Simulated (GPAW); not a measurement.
**Near-edge structure at the As K edge of zinc-blende (AlAs)₁₋ₓ(InAs)ₓ at x = 0.125**

Aim: the As K edge in zinc-blende (AlAs)₁₋ₓ(InAs)ₓ at x = 0.125, one member of a composition series.

Calculated with GPAW 26.7.0; X-ray absorption from dipole matrix elements to empty bands, plane-wave PAW PBE.

Most raw output is cut from this account.

## (1) The structure

The cell holds 16 atoms: 1 In, 8 As and 7 Al. Cell: a = 8.076 Å, b = 8.076 Å, c = 8.076 Å, α = 60.0°, β = 60.0°, γ = 60.0°. 16-atom zinc-blende cell, 1 of 8 Al sites taken by In at random, lattice constants typed for the ends and interpolated (Vegard).

## (2) Relaxation

The cell was built by hand, so its atoms are relaxed first: near-edge features follow bond lengths closely.

relax.py

```python
import numpy as np
from ase import Atoms
from ase.parallel import parprint, paropen
from gpaw import GPAW, PW, FermiDirac, Mixer, MixerDif, setup_paths
from ase.optimize import BFGS

atoms = Atoms('InAsAlAsAlAsAlAsAlAsAlAsAlAsAlAs',
    cell=[[0, 5.710625, 5.710625],
     [5.710625, 0, 5.710625],
     [5.710625, 5.710625, 0]],
    scaled_positions=[[0.000702, 0.999786, 0.999169],
     [0.124922, 0.126503, 0.125306],
     [0.002441, 0.00295, 0.496937],
     [0.127742, 0.12593, 0.625361],
     [0.001251, 0.502474, 0.000379],
     [0.125947, 0.625115, 0.126024],
     [0.996888, 0.501744, 0.49819],
     [0.125149, 0.621008, 0.627212],
     [0.500857, 0.996183, 0.001749],
     [0.622457, 0.12194, 0.125281],
     [0.496251, 0.999985, 0.501831],
     [0.623885, 0.127318, 0.624288],
     [0.498955, 0.497988, 0.999568],
     [0.625075, 0.628299, 0.122188],
     [0.500083, 0.495926, 0.501771],
     [0.62364, 0.622983, 0.626119]],
    pbc=True)
atoms.calc = GPAW(legacy_gpaw=True, mode=PW(400, force_complex_dtype=True), xc='PBE', setups={},
    kpts={'size': (3, 3, 3), 'gamma': True}, occupations=FermiDirac(0.08),
    charge=0, mixer=Mixer(0.1, 5, 50), maxiter=150,
    convergence={'density': 0.0001, 'eigenstates': 1e-6}, txt='relax.txt')
steps = []
opt = BFGS(atoms, logfile='-')
opt.attach(lambda: steps.append([atoms.get_potential_energy(), float(np.linalg.norm(atoms.get_forces(), axis=1).max())]))
done = opt.run(fmax=0.05, steps=30)
out = dict(done=bool(done), steps=steps, frac=atoms.get_scaled_positions().tolist())
import json
with paropen('out.json', 'w') as f:
    json.dump(out, f)
```

Started as:

```
OMP_NUM_THREADS=1 mpirun -n 4 gpaw python relax.py
```

It took 2.4 min on 4 MPI ranks of Arm Neoverse V2, shared host; peak memory 0.32 GiB.

In 6 steps the energy fell by 335 meV (energies extrapolated to zero smearing) and the largest force to 0.029 eV/Å. Atom 4 (As; the text counts from 1, the script from 0) is among those that moved most, by 0.11 Å.

## (3) Ground state of the crystal

A plain self-consistent run shows whether there is a gap, which decides the set-up of the core-hole run.

scf.py

```python
import numpy as np
from ase import Atoms
from ase.parallel import parprint, paropen
from gpaw import GPAW, PW, FermiDirac, Mixer, MixerDif, setup_paths
from gpaw.test import gen
setup_paths.insert(0, '.')
gen('As', name='nch1s', xcname='PBE', corehole=(1, 0, 0), write_xml=True)
from gpaw.mpi import world
world.barrier()

atoms = Atoms('InAsAlAsAlAsAlAsAlAsAlAsAlAsAlAs',
    cell=[[0, 5.710625, 5.710625],
     [5.710625, 0, 5.710625],
     [5.710625, 5.710625, 0]],
    scaled_positions=[[0.9993717, 0.0009298, 0.0003026],
     [0.1301835, 0.1317072, 0.1303333],
     [0.0007461, 0.9994261, 0.5002602],
     [0.1302817, 0.1313679, 0.608835],
     [0.9997232, 0.5018788, 0.9994763],
     [0.1309197, 0.6093394, 0.1307685],
     [0.9974957, 0.50165, 0.5007784],
     [0.124211, 0.6251941, 0.6250494],
     [0.5001254, 0.9982624, 0.9990075],
     [0.6077104, 0.1285516, 0.1312391],
     [0.5002441, 0.998678, 0.5012748],
     [0.6261869, 0.1237917, 0.6245452],
     [0.5011751, 0.4983397, 0.9998622],
     [0.6252671, 0.6239183, 0.1245454],
     [0.4992882, 0.4988364, 0.4996362],
     [0.623306, 0.6242594, 0.6254592]],
    pbc=True)
atoms.calc = calc = GPAW(legacy_gpaw=True, mode=PW(400, force_complex_dtype=True), xc='PBE', setups={1: 'nch1s'},
    kpts={'size': (3, 3, 3), 'gamma': True}, occupations=FermiDirac(0.05),
    charge=0, mixer=Mixer(0.1, 5, 50), maxiter=150,
    convergence={'density': 0.0001, 'eigenstates': 1e-6}, txt='scf.txt')
energy = atoms.get_potential_energy() + calc.get_reference_energy()
ef = calc.get_fermi_level()
out = dict(energy=energy, fermi=ef, forces=atoms.get_forces().tolist())
parprint(f'all-electron energy {energy:.4f} eV, Fermi level {ef:.4f} eV')
ev = np.array([[calc.get_eigenvalues(k, s) for k in range(len(calc.get_ibz_k_points()))] for s in range(calc.get_number_of_spins())])
out['homo'], out['lumo'], out['counts'] = ev[ev < ef].max(), ev[ev > ef].min(), sorted(set((ev < ef).sum((0, 2)).tolist()))
out['filled'] = (ev[:, 0] < ef).sum(1).tolist()
import json
with paropen('out.json', 'w') as f:
    json.dump(out, f)
```

Started as:

```
OMP_NUM_THREADS=1 mpirun -n 4 gpaw python scf.py
```

Elapsed: 39 s, on 4 MPI ranks; peak memory 0.33 GiB; 2.6 min of CPU time.

The mesh shows a gap of 1.41 eV. The excited electron is kept all the same, so that all members of the series, with or without a gap, are treated alike.

## (4) Reference energy of the cell

The photon energy needs a difference of total energies, so the cell and mesh of the coming hole run are first run without a hole.

scf.py: that of step 3 with these lines changed.

```diff
@@ -32,3 +32,3 @@
 atoms.calc = calc = GPAW(legacy_gpaw=True, mode=PW(400, force_complex_dtype=True), xc='PBE', setups={1: 'nch1s'},
-    kpts={'size': (3, 3, 3), 'gamma': True}, occupations=FermiDirac(0.05),
+    kpts={'size': (3, 3, 3), 'gamma': True}, occupations=FermiDirac(0.02),
     charge=0, mixer=Mixer(0.1, 5, 50), maxiter=150,
```

Wall time 39 s (4 MPI ranks); peak memory 0.33 GiB.

Reference energy: -698296.171 eV with the cores included.

## (5) Spectrum with XCH, As atom 2

The holes are 8.1 Å apart. In GPAW the data set carries the hole's charge, so charge=0 means a charged cell and charge=-1 a neutral one. The excited electron is kept in the cell, where it fills the lowest empty states and screens the hole. After the field has converged, empty bands are computed with the density fixed and the dipole matrix elements are summed.

The absorber has 3 Al at 2.44 Å and 1 In at 2.58 Å (distorted tetrahedral).

xas.py

```python
import numpy as np
from ase import Atoms
from ase.parallel import parprint, paropen
from gpaw import GPAW, PW, FermiDirac, Mixer, MixerDif, setup_paths
from gpaw.test import gen
setup_paths.insert(0, '.')
gen('As', name='fch1s', xcname='PBE', corehole=(1, 0, 1), write_xml=True)
from gpaw.mpi import world
world.barrier()

atoms = Atoms('InAsAlAsAlAsAlAsAlAsAlAsAlAsAlAs',
    cell=[[0, 5.710625, 5.710625],
     [5.710625, 0, 5.710625],
     [5.710625, 5.710625, 0]],
    scaled_positions=[[0.9993717, 0.0009298, 0.0003026],
     [0.1301835, 0.1317072, 0.1303333],
     [0.0007461, 0.9994261, 0.5002602],
     [0.1302817, 0.1313679, 0.608835],
     [0.9997232, 0.5018788, 0.9994763],
     [0.1309197, 0.6093394, 0.1307685],
     [0.9974957, 0.50165, 0.5007784],
     [0.124211, 0.6251941, 0.6250494],
     [0.5001254, 0.9982624, 0.9990075],
     [0.6077104, 0.1285516, 0.1312391],
     [0.5002441, 0.998678, 0.5012748],
     [0.6261869, 0.1237917, 0.6245452],
     [0.5011751, 0.4983397, 0.9998622],
     [0.6252671, 0.6239183, 0.1245454],
     [0.4992882, 0.4988364, 0.4996362],
     [0.623306, 0.6242594, 0.6254592]],
    pbc=True)
atoms.calc = calc = GPAW(legacy_gpaw=True, mode=PW(400, force_complex_dtype=True), xc='PBE', setups={1: 'fch1s'},
    kpts={'size': (3, 3, 3), 'gamma': True}, occupations=FermiDirac(0.04),
    charge=-1, mixer=Mixer(0.1, 5, 50), maxiter=150,
    convergence={'density': 0.0001, 'eigenstates': 1e-6}, txt='scf.txt')
energy = atoms.get_potential_energy() + calc.get_reference_energy()
ef = calc.get_fermi_level()
out = dict(energy=energy, fermi=ef, forces=atoms.get_forces().tolist())
parprint(f'all-electron energy {energy:.4f} eV, Fermi level {ef:.4f} eV')
ev = np.array([[calc.get_eigenvalues(k, s) for k in range(len(calc.get_ibz_k_points()))] for s in range(calc.get_number_of_spins())])
out['homo'], out['lumo'], out['counts'] = ev[ev < ef].max(), ev[ev > ef].min(), sorted(set((ev < ef).sum((0, 2)).tolist()))
out['filled'] = (ev[:, 0] < ef).sum(1).tolist()

from ase.units import Ha
from gpaw.xas import dipole_matrix_elements
nb = int(calc.get_number_of_electrons() / 2) + 190
top, nb = nb, nb + 8 + nb // 12
nscf = calc.fixed_density(kpts={'size': (4, 4, 4), 'gamma': True}, nbands=nb,
    convergence={'bands': top, 'eigenstates': 5e-3}, maxiter=60, txt='nscf.txt')
cell = atoms.cell.array
ops = [cell.T @ U.T @ np.linalg.inv(cell.T) for U in nscf.wfs.kd.symmetry.op_scc]
filled = [37]  # bands filled in the ground state, by spin
E = np.arange(-6, 30, 0.1)
fwhm = np.interp(E, [4, 25], [2.14, 3.5])
Y, X, zero, highest = 0, 0, 1e9, 1e9
for spin in range(nscf.get_number_of_spins()):
    wfs = nscf.wfs
    mine = wfs.bd.get_slice()  # this rank's bands
    A = dipole_matrix_elements(wfs.setups[1])
    eps = np.zeros((wfs.kd.nibzkpts, nb))
    d = np.zeros((3, A.shape[1], wfs.kd.nibzkpts, nb), complex)
    for kpt in wfs.kpt_u:
        if kpt.s == spin and 1 in kpt.P_ani:
            eps[kpt.k, mine] = kpt.eps_n * Ha
            d[:, :, kpt.k, mine] = (kpt.weight * wfs.nspins / 2) ** 0.5 * np.inner(A, kpt.P_ani[1])
    world.sum(eps)
    world.sum(d)
    T = np.einsum('amkn,bmkn->abkn', d, d.conj()).real
    T = sum(np.einsum('ai,ijkn,bj->abkn', R, T, R) for R in ops) / len(ops)
    empty = np.ones_like(eps, bool) & (np.arange(nb) >= filled[spin])
    zero, highest = min(zero, eps[empty].min()), min(highest, eps[:, top - 1].min())
    lines = [(eps, T, empty)] if spin == 0 else lines + [(eps, T, empty)]
for eps, T, empty in lines:
    f = np.einsum('aakn->akn', T).reshape(3, -1)
    x = eps.ravel() - zero
    w = np.interp(x, E, fwhm) / 2.35482
    g = np.exp(-0.5 * ((E[:, None] - x) / w) ** 2) / (w * (2 * np.pi) ** 0.5)
    Y = Y + (f * empty.ravel()) @ g.T
    X = X + (f * ~empty.ravel()) @ g.T
out.update(E=E.round(2).tolist(), xas=Y.tolist(), xes=X.tolist(), zero=zero, valid=highest - zero, nk=len(eps), nb=nb)
for i in range(0, len(E), 10):
    parprint(f'{E[i]:7.2f}', *(f'{v:10.3e}' for v in Y[:, i]))
import json
with paropen('out.json', 'w') as f:
    json.dump(out, f)
```

Started as:

```
OMP_NUM_THREADS=1 mpirun -n 4 gpaw python xas.py
```

Run time: 6 min. Hardware: 4 MPI ranks; peak memory 0.75 GiB; 24 min of CPU time.

The As K spectrum, As atom 2, excited-electron core hole (neutral cell) (energy from the bottom of the conduction band, which holds the excited electron; intensity scaled to a mean of 1 over the first 20 eV):

```csv
E (eV),intensity
-2.0,0.00
-1.5,0.01
-1.0,0.03
-0.5,0.09
0.0,0.21
0.5,0.43
1.0,0.68
1.5,0.91
2.0,1.04
2.5,1.10
3.0,1.19
3.5,1.29
4.0,1.36
4.5,1.36
5.0,1.33
5.5,1.33
6.0,1.35
6.5,1.36
7.0,1.32
7.5,1.24
8.0,1.16
8.5,1.08
9.0,1.01
9.5,0.93
10.0,0.86
10.5,0.83
11.0,0.83
11.5,0.86
12.0,0.91
12.5,0.94
13.0,0.94
13.5,0.91
14.0,0.87
14.5,0.84
15.0,0.83
15.5,0.85
16.0,0.89
16.5,0.92
17.0,0.93
17.5,0.93
18.0,0.92
18.5,0.91
19.0,0.90
19.5,0.91
20.0,0.92
20.5,0.92
21.0,0.92
21.5,0.92
22.0,0.92
22.5,0.93
23.0,0.96
23.5,0.99
24.0,1.03
24.5,1.05
25.0,1.05
25.5,1.03
26.0,0.99
26.5,0.92
27.0,0.85
```

Main maxima below 26 eV (height): 4.2 eV (1.37), 6.4 eV (1.37), 12.8 eV (0.94), 17.2 eV (0.93) and 24.8 eV (1.05). A K edge sees empty p states on the absorber.

The energy difference (zero at 11902 eV) isn't read as a photon energy: for so heavy an absorber the terms left out (the hole's spin, the functional's error) amount to tens of eV or more.

## (6) Reference energy of the cell

The absorbing element, whose data set is made anew, changes for the next run, so it gets a reference energy of its own.

scf.py: that of step 4 with these lines changed.

```diff
@@ -6,3 +6,3 @@
 setup_paths.insert(0, '.')
-gen('As', name='nch1s', xcname='PBE', corehole=(1, 0, 0), write_xml=True)
+gen('Al', name='nch1s', xcname='PBE', corehole=(1, 0, 0), write_xml=True)
 from gpaw.mpi import world
@@ -31,3 +31,3 @@
     pbc=True)
-atoms.calc = calc = GPAW(legacy_gpaw=True, mode=PW(400, force_complex_dtype=True), xc='PBE', setups={1: 'nch1s'},
+atoms.calc = calc = GPAW(legacy_gpaw=True, mode=PW(400, force_complex_dtype=True), xc='PBE', setups={2: 'nch1s'},
     kpts={'size': (3, 3, 3), 'gamma': True}, occupations=FermiDirac(0.02),
```

Started as:

```
OMP_NUM_THREADS=1 mpirun -n 4 gpaw python scf.py
```

Elapsed: 39 s, on 4 MPI ranks; peak memory 0.33 GiB; 2.6 min of CPU time.

Reference energy: -698296.171 eV with the cores included.

## (7) Spectrum with XCH, Al atom 3

The holes are 8.1 Å apart. The excited electron is kept in the cell, where it fills the lowest empty states and screens the hole. After the field has converged, empty bands are computed with the density fixed and the dipole matrix elements are summed.

The absorber has 2 As at 2.44 Å and 2 As at 2.47 Å (tetrahedral).

xas.py: that of step 5 with these lines changed.

```diff
@@ -6,3 +6,3 @@
 setup_paths.insert(0, '.')
-gen('As', name='fch1s', xcname='PBE', corehole=(1, 0, 1), write_xml=True)
+gen('Al', name='fch1s', xcname='PBE', corehole=(1, 0, 1), write_xml=True)
 from gpaw.mpi import world
@@ -31,3 +31,3 @@
     pbc=True)
-atoms.calc = calc = GPAW(legacy_gpaw=True, mode=PW(400, force_complex_dtype=True), xc='PBE', setups={1: 'fch1s'},
+atoms.calc = calc = GPAW(legacy_gpaw=True, mode=PW(400, force_complex_dtype=True), xc='PBE', setups={2: 'fch1s'},
     kpts={'size': (3, 3, 3), 'gamma': True}, occupations=FermiDirac(0.04),
@@ -53,3 +53,3 @@
 E = np.arange(-6, 30, 0.1)
-fwhm = np.interp(E, [4, 25], [2.14, 3.5])
+fwhm = np.interp(E, [4, 25], [0.9, 3.5])
 Y, X, zero, highest = 0, 0, 1e9, 1e9
@@ -58,3 +58,3 @@
     mine = wfs.bd.get_slice()  # this rank's bands
-    A = dipole_matrix_elements(wfs.setups[1])
+    A = dipole_matrix_elements(wfs.setups[2])
     eps = np.zeros((wfs.kd.nibzkpts, nb))
@@ -62,5 +62,5 @@
     for kpt in wfs.kpt_u:
-        if kpt.s == spin and 1 in kpt.P_ani:
+        if kpt.s == spin and 2 in kpt.P_ani:
             eps[kpt.k, mine] = kpt.eps_n * Ha
-            d[:, :, kpt.k, mine] = (kpt.weight * wfs.nspins / 2) ** 0.5 * np.inner(A, kpt.P_ani[1])
+            d[:, :, kpt.k, mine] = (kpt.weight * wfs.nspins / 2) ** 0.5 * np.inner(A, kpt.P_ani[2])
     world.sum(eps)
```

Started as:

```
OMP_NUM_THREADS=1 mpirun -n 4 gpaw python xas.py
```

The job ended after 6.2 min (4 MPI ranks; peak memory 0.75 GiB; 25 min of CPU time).

The Al K spectrum, Al atom 3, excited-electron core hole (neutral cell) (energy from the bottom of the conduction band, which holds the excited electron; intensity scaled to a mean of 1 over the first 20 eV):

```csv
E (eV),isotropic,ε ∥ x,ε ∥ z
-2.0,0.00,0.00,0.00
-1.5,0.00,0.00,0.00
-1.0,0.00,0.00,0.00
-0.5,0.00,0.00,0.00
0.0,0.06,0.07,0.05
0.5,0.35,0.39,0.29
1.0,0.88,0.95,0.74
1.5,1.19,1.27,1.05
2.0,1.44,1.53,1.26
2.5,1.44,1.47,1.36
3.0,1.68,1.69,1.66
3.5,2.48,2.42,2.62
4.0,2.29,2.18,2.51
4.5,1.48,1.44,1.56
5.0,1.03,1.01,1.07
5.5,0.81,0.80,0.85
6.0,0.83,0.81,0.87
6.5,0.96,0.95,0.96
7.0,0.99,1.01,0.94
7.5,0.85,0.87,0.81
8.0,0.77,0.77,0.76
8.5,0.78,0.78,0.78
9.0,0.86,0.86,0.85
9.5,0.94,0.93,0.94
10.0,1.00,0.98,1.04
10.5,1.09,1.07,1.14
11.0,1.21,1.19,1.24
11.5,1.27,1.26,1.28
12.0,1.24,1.24,1.23
12.5,1.16,1.17,1.14
13.0,1.05,1.05,1.04
13.5,0.90,0.90,0.90
14.0,0.75,0.75,0.75
14.5,0.65,0.65,0.64
15.0,0.61,0.61,0.61
15.5,0.63,0.62,0.64
16.0,0.68,0.67,0.71
16.5,0.74,0.72,0.78
17.0,0.78,0.76,0.82
17.5,0.77,0.76,0.80
18.0,0.75,0.74,0.76
18.5,0.72,0.72,0.72
19.0,0.71,0.71,0.71
19.5,0.72,0.72,0.71
20.0,0.73,0.73,0.73
20.5,0.73,0.73,0.73
21.0,0.72,0.72,0.71
21.5,0.70,0.71,0.69
22.0,0.69,0.70,0.67
22.5,0.69,0.70,0.66
23.0,0.69,0.71,0.66
23.5,0.71,0.73,0.67
24.0,0.73,0.75,0.69
24.5,0.74,0.76,0.70
25.0,0.75,0.77,0.71
25.5,0.75,0.76,0.72
26.0,0.75,0.76,0.73
26.5,0.75,0.75,0.73
27.0,0.75,0.75,0.74
27.5,0.76,0.76,0.76
```

Main maxima below 24 eV (height): 2.2 eV (1.47), 3.7 eV (2.58), 6.8 eV (1.00), 11.6 eV (1.27) and 17.2 eV (0.78). 

The total-energy difference is 1572.09 eV. One term is added: -13.99 eV, since the hole is spin-paired here and a spin-polarised one costs that much less in the free atom (computed apart). The photon energy is then 1558.10 eV. The tabulated edge of the element is 1559 eV. The functional leaves an error of a few eV in such absolute values.

## (8) What came out

| Property | Result |
| --- | --- |
| absorber and edge | As K, atom 2 of the ground-state input (counted from 1) |
| surroundings | 3 Al at 2.44 Å and 1 In at 2.58 Å (distorted tetrahedral) |
| highest intensity below 24 eV | 4.2 eV above the zero, height 1.37 |

What this shows: The As K edge of atom 2, with 3 Al at 2.44 Å and 1 In at 2.58 Å (distorted tetrahedral), has its highest intensity of the first 24 eV at 4.2 eV above the zero, 1.4 times the mean level of the first 20 eV (Gaussian full width 2.14 eV up to 4 eV, rising linearly to 3.5 eV at 25 eV). The script folds with a Gaussian, whereas the core hole's own line is a Lorentzian, so the onset is too steep and the first peak too high.

[Logs are printed without paths, hosts, clocks, repeated set-up lines and the standing remarks that a program may print on its own settings, such as how far it seeks lower states.]

[Hosts, paths, dates, database ids (printed as entryN), source tags and the programs' standing remarks are cut or masked in the printed files.]

[Lists of maxima count a maximum above −3 eV only where it reaches 4 % of the highest in the window and stands out from its surroundings by 2 % of it (1.5 % where it reaches 55 %); shoulders and weaker maxima are passed over, and of the rest the first, up to two pre-edge ones and the few strongest are named.]
